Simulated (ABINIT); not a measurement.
**A GW chain in ABINIT: NaI (Fm-3m)**

How does a plane-wave GW calculation on NaI (Fm-3m) run from the first input to the gap?

Calculated with ABINIT 10.8.3; PBE and many-body steps on it, plane waves.

This is a report of a sequence of runs, with most program output left out.

## Step 1: The starting structure

Symmetry: Fm-3m, No. 225, cubic system. Conventional cell: a = 6.473 Å, b = 6.473 Å, c = 6.473 Å, α = 90.00°, β = 90.00°, γ = 90.00°. Na has 6 I at 3.24 Å nearest. Nearest to I lie 6 Na at 3.24 Å. Farther neighbours and most contacts between anions are not listed.

The cell and positions come from the Crystallography Open Database and are kept as given unless a step says otherwise. Spin-orbit coupling is left out unless a step names it.

## Step 2: Ground state

This step: ABINIT 10.8.3; DFT, PBE, plane waves, norm-conserving pseudopotentials.

The ground-state density comes first.

Input file run.abi:

```
acell 3*1.0 Angstrom
rprim 
  0.000000000000 3.236400000000 3.236400000000
  3.236400000000 -0.000000000000 3.236400000000
  3.236400000000 3.236400000000 -0.000000000000
ntypat 2
znucl 11 53
natom 2
typat 1 2
xred 
  0.000000000000 0.000000000000 0.000000000000
  0.500000000000 0.500000000000 0.500000000000
pp_dirpath "pseudos"
pseudos "Na.upf, I.upf"
ecut 38
ngkpt 6 6 6
nshiftk 1
shiftk 0 0 0
kptopt 1
chksymbreak 0
nband 13
occopt 1
tolvrs 1e-10
nstep 60
prtwf 0
optforces 0
optstress 0
indata_prefix "in"
outdata_prefix "out"
tmpdata_prefix "tmp"
```

Run with:

```bash
$ OMP_NUM_THREADS=1 mpirun -n 8 abinit run.abi > log
```

Wall time 6.1 s (8 MPI ranks of Arm Neoverse V2, shared host); peak memory 0.76 GiB.

Numbers from this step:

```
total energy               : -1598.5411 eV
gap                        : 3.639 eV
k of the valence top       : 0, 0, 0
k of the conduction bottom : 0, 0, 0
least direct gap           : 3.639 eV
```

The gap is direct, at Γ.

## Step 3: Bands along the symmetry lines

Levels along a band path, at the cheap level, show where the edges lie and whether the meshes to come will hold them.

Input file run.abi:

```
acell 3*1.0 Angstrom
rprim 
  0.000000000000 3.236400000000 3.236400000000
  3.236400000000 -0.000000000000 3.236400000000
  3.236400000000 3.236400000000 -0.000000000000
ntypat 2
znucl 11 53
natom 2
typat 1 2
xred 
  0.000000000000 0.000000000000 0.000000000000
  0.500000000000 0.500000000000 0.500000000000
pp_dirpath "pseudos"
pseudos "Na.upf, I.upf"
ecut 38
iscf -2
irdden 1
kptopt 0
nkpt 50
kpt 
  0.00000000 0.00000000 0.00000000
  0.06250000 0.00000000 0.06250000
  0.12500000 0.00000000 0.12500000
  0.18750000 0.00000000 0.18750000
  0.25000000 0.00000000 0.25000000
  0.31250000 0.00000000 0.31250000
  0.37500000 0.00000000 0.37500000
  0.43750000 0.00000000 0.43750000
  0.50000000 0.00000000 0.50000000
  0.51562500 0.03125000 0.51562500
  0.53125000 0.06250000 0.53125000
  0.54687500 0.09375000 0.54687500
  0.56250000 0.12500000 0.56250000
  0.57812500 0.15625000 0.57812500
  0.59375000 0.18750000 0.59375000
  0.60937500 0.21875000 0.60937500
  0.62500000 0.25000000 0.62500000
  0.37500000 0.37500000 0.75000000
  0.32812500 0.32812500 0.65625000
  0.28125000 0.28125000 0.56250000
  0.23437500 0.23437500 0.46875000
  0.18750000 0.18750000 0.37500000
  0.14062500 0.14062500 0.28125000
  0.09375000 0.09375000 0.18750000
  0.04687500 0.04687500 0.09375000
  0.00000000 0.00000000 0.00000000
  0.06250000 0.06250000 0.06250000
  0.12500000 0.12500000 0.12500000
  0.18750000 0.18750000 0.18750000
  0.25000000 0.25000000 0.25000000
  0.31250000 0.31250000 0.31250000
  0.37500000 0.37500000 0.37500000
  0.43750000 0.43750000 0.43750000
  0.50000000 0.50000000 0.50000000
  0.50000000 0.46875000 0.53125000
  0.50000000 0.43750000 0.56250000
  0.50000000 0.40625000 0.59375000
  0.50000000 0.37500000 0.62500000
  0.50000000 0.34375000 0.65625000
  0.50000000 0.31250000 0.68750000
  0.50000000 0.28125000 0.71875000
  0.50000000 0.25000000 0.75000000
  0.50000000 0.21875000 0.71875000
  0.50000000 0.18750000 0.68750000
  0.50000000 0.15625000 0.65625000
  0.50000000 0.12500000 0.62500000
  0.50000000 0.09375000 0.59375000
  0.50000000 0.06250000 0.56250000
  0.50000000 0.03125000 0.53125000
  0.50000000 0.00000000 0.50000000
istwfk *1
nband 15
nbdbuf 2
tolwfr 1e-08
nstep 40
prtwf 0
prtvol 0
indata_prefix "in"
outdata_prefix "out"
tmpdata_prefix "tmp"
```

The job ended after 8.1 s (8 MPI ranks; peak memory 0.58 GiB; 64 s of CPU time).

This step gave:

```yaml
gap: 3.639 eV
k_of_the_valence_top: 0, 0, 0
k_of_the_conduction_bottom: 0, 0, 0
least_direct_gap: 3.639 eV
```

The gap is 3.639 eV, as in the run before at this level.

The electronic bands at the labelled points (eV, zero at the top of the highest filled band; v1 is the highest filled band, c1 the lowest empty one):

| point | v4 | v3 | v2 | v1 | c1 | c2 | c3 | c4 |
| --- | --- | --- | --- | --- | --- | --- | --- | --- |
| Γ | -11.02 | 0.00 | 0.00 | 0.00 | 3.64 | 7.97 | 7.97 | 7.97 |
| halfway | -10.82 | -1.22 | -0.40 | -0.40 | 5.28 | 6.37 | 7.60 | 9.26 |
| X | -10.63 | -1.90 | -0.74 | -0.74 | 4.50 | 5.57 | 9.88 | 11.36 |
| halfway | -10.63 | -1.83 | -0.94 | -0.70 | 4.74 | 5.87 | 9.49 | 10.26 |
| U | -10.63 | -1.64 | -1.34 | -0.60 | 5.22 | 6.70 | 8.71 | 9.26 |
| jump to K | -10.63 | -1.64 | -1.34 | -0.60 | 5.22 | 6.70 | 8.71 | 9.26 |
| halfway | -10.81 | -1.41 | -0.59 | -0.15 | 5.64 | 7.15 | 7.40 | 8.20 |
| Γ | -11.02 | 0.00 | 0.00 | 0.00 | 3.64 | 7.97 | 7.97 | 7.97 |
| halfway | -10.87 | -1.29 | -0.15 | -0.15 | 4.93 | 7.52 | 8.00 | 8.00 |
| L | -10.71 | -2.18 | -0.28 | -0.28 | 5.10 | 7.47 | 7.47 | 8.75 |
| halfway | -10.66 | -1.90 | -0.91 | -0.48 | 6.14 | 6.31 | 8.29 | 8.30 |
| W | -10.62 | -1.41 | -1.41 | -0.93 | 5.83 | 7.50 | 7.50 | 7.94 |
| halfway | -10.63 | -1.77 | -0.96 | -0.84 | 5.02 | 6.12 | 9.09 | 9.32 |
| X | -10.63 | -1.90 | -0.74 | -0.74 | 4.50 | 5.57 | 9.88 | 11.36 |

## Step 4: Empty states on the mesh, 4×4×4 mesh, 50 bands

The sums over transitions need many empty states on a uniform mesh; this step solves for them.

Input file run.abi:

```
acell 3*1.0 Angstrom
rprim 
  0.000000000000 3.236400000000 3.236400000000
  3.236400000000 -0.000000000000 3.236400000000
  3.236400000000 3.236400000000 -0.000000000000
ntypat 2
znucl 11 53
natom 2
typat 1 2
xred 
  0.000000000000 0.000000000000 0.000000000000
  0.500000000000 0.500000000000 0.500000000000
pp_dirpath "pseudos"
pseudos "Na.upf, I.upf"
ecut 38
ngkpt 4 4 4
nshiftk 1
shiftk 0 0 0
kptopt 1
chksymbreak 0
iscf -2
irdden 1
istwfk *1
nband 50
nbdbuf 4
tolwfr 1e-09
nstep 60
prtvol 0
indata_prefix "in"
outdata_prefix "out"
tmpdata_prefix "tmp"
```

Wall time 7.3 s (8 MPI ranks); peak memory 0.57 GiB.

Numbers from this step:

```
gap                                                           : 3.639 eV
k of the valence top                                          : 0, 0, 0
k of the conduction bottom                                    : 0, 0, 0
least direct gap                                              : 3.639 eV
k points computed                                             : 8
lowest point of the top converged band, above the valence top : 34.84 eV
```

On this mesh the gap is 3.639 eV.

## Step 5: Screening, 4×4×4 mesh, 46 bands, screening to 87.1 eV

The RPA dielectric matrix is built and inverted for each q.

This step: RPA screening on PBE, plane waves, norm-conserving pseudopotentials.

run.abi, as its differences from that of step 4:

```diff
@@ -20,10 +20,11 @@
 chksymbreak 0
-iscf -2
-irdden 1
 istwfk *1
-nband 50
-nbdbuf 4
-tolwfr 1e-09
-nstep 60
-prtvol 0
+occopt 1
+irdwfk 1
+optdriver 3
+nband 46
+ecuteps 3.2
+inclvkb 2
+awtr 1
+symchi 1
 indata_prefix "in"
```

Elapsed: 5 s, on 8 MPI ranks; peak memory 1.3 GiB; 39 s of CPU time.

This step gave:

* ε∞ with local fields, on this mesh, along the program's q direction: 3.226
* the same without local fields: 3.926
* plasma frequency: 18.04 eV
* plane waves in the screening matrix: 137

Local fields lower ε∞ by 18 %.

## Step 6: Self-energy, 4×4×4 mesh, 46 bands, screening to 87.1 eV

The self-energy is evaluated for the states that the input lists, and the levels follow from it, in one-shot runs by the linearised quasiparticle equation.

This step: G0W0 on PBE, plane waves, norm-conserving pseudopotentials.

run.abi, as its differences from that of step 5:

```diff
@@ -23,8 +23,15 @@
 irdwfk 1
-optdriver 3
+optdriver 4
 nband 46
+gwcalctyp 0
+ecutsigx 38
+symsigma 1
+nkptgw 1
+kptgw 
+  0.0000000000 0.0000000000 0.0000000000
+bdgw 
+  6 12
 ecuteps 3.2
-inclvkb 2
-awtr 1
-symchi 1
+irdscr 1
+ppmodel 1
 indata_prefix "in"
```

It took 2.6 s on 8 MPI ranks; peak memory 0.21 GiB; 20 s of CPU time.

This step gave:

```yaml
g0w0_gap_on_the_points_computed: 5.348 eV
starting_gap_on_the_mesh: 3.639 eV
k_of_the_valence_top: 0, 0, 0
k_of_the_conduction_bottom: 0, 0, 0
z_at_the_valence_top: 0.806
z_at_the_conduction_bottom: 0.841
least_direct_g0w0_gap_on_the_computed_points: 5.348 eV
```

The gap on the mesh goes from 3.64 eV to 5.35 eV, a correction of +1.71 eV.

Limits: finite bands, cutoff and mesh; no spin-orbit coupling. v1 is the top filled band, c1 the lowest empty one. Levels before and after the correction, in eV, zero at the valence-band top of each column:

```
           conduction bottom  valence top
Kohn-Sham               3.64         0.00
     G0W0               5.35         0.00
```

|  | level | energy (eV) |
| --- | --- | --- |
| Kohn-Sham | Γ v3-v1 | 0.000 |
| Kohn-Sham | Γ c1 | 3.639 |
| Kohn-Sham | Γ c2-c4 | 7.966 |
| G0W0 | Γ v3-v1 | 0.000 |
| G0W0 | Γ c1 | 5.348 |
| G0W0 | Γ c2-c4 | 9.756 |

## Step 7: Where the time went

Times are wall times on 8 MPI ranks of Arm Neoverse V2, shared host, good to a factor of about two.

```csv
step,time,share,memory (GiB)
ground state,6.1 s,21 %,0.76
bands along the symmetry lines,8.1 s,28 %,0.58
empty states on the mesh,7.3 s,25 %,0.57
screening,5 s,17 %,1.3
self-energy,2.6 s,9 %,0.21
```

## Step 8: What came out

| Property | Result |
| --- | --- |
| PBE gap | 3.64 eV, direct |
| G0W0 gap on the mesh | 5.35 eV |
| GW settings | 4×4×4 mesh, 46 bands, screening to 87.1 eV, Godby-Needs plasmon pole |
| known limits | not at the basis limit; no spin-orbit coupling |

G0W0 moves the gap on the mesh from 3.64 eV to 5.35 eV (+1.71 eV), with Z of 0.81 and 0.84 at the edges. Local fields lower the RPA ε∞ on this mesh from 3.93 to 3.23. Only 1 of the mesh's irreducible points was corrected, so a valley elsewhere could overtake. Bands and cutoff are finite, so the gap is not at the basis limit. The miss can reach some tenths of an eV and take either sign; the mesh is an error of its own. In the G0W0 run levels were corrected at 1 k point alone, so a gap called «on the mesh» is the least over those, and an edge elsewhere would be missed. The many-body steps are scalar-relativistic: spin-orbit coupling is not in them.

[Paths, hosts, dates, memory and timing lines, banners, echoed tables and standing remarks are left out of the program output.]

[Logs are printed without paths, hosts, clocks, repeated set-up lines and the standing remarks that a program may print on its own settings, such as how far it seeks lower states.]

[Runs of the session that timed out or met a known fault of the program may be left out.]

[Hosts, paths, dates, database ids (printed as entryN), source tags and the programs' standing remarks are cut or masked in the printed files.]

[G0W0 gaps are taken among the corrected bands and points alone; a level outside them can change the order at an edge.]

[Where Ansatz stands beside ABINIT at settings called matched, ABINIT's density can come from a denser mesh and the files from another edition; pairs whose starting gaps differed by over 0.03 eV were left out, so agreement reads better than it is.]
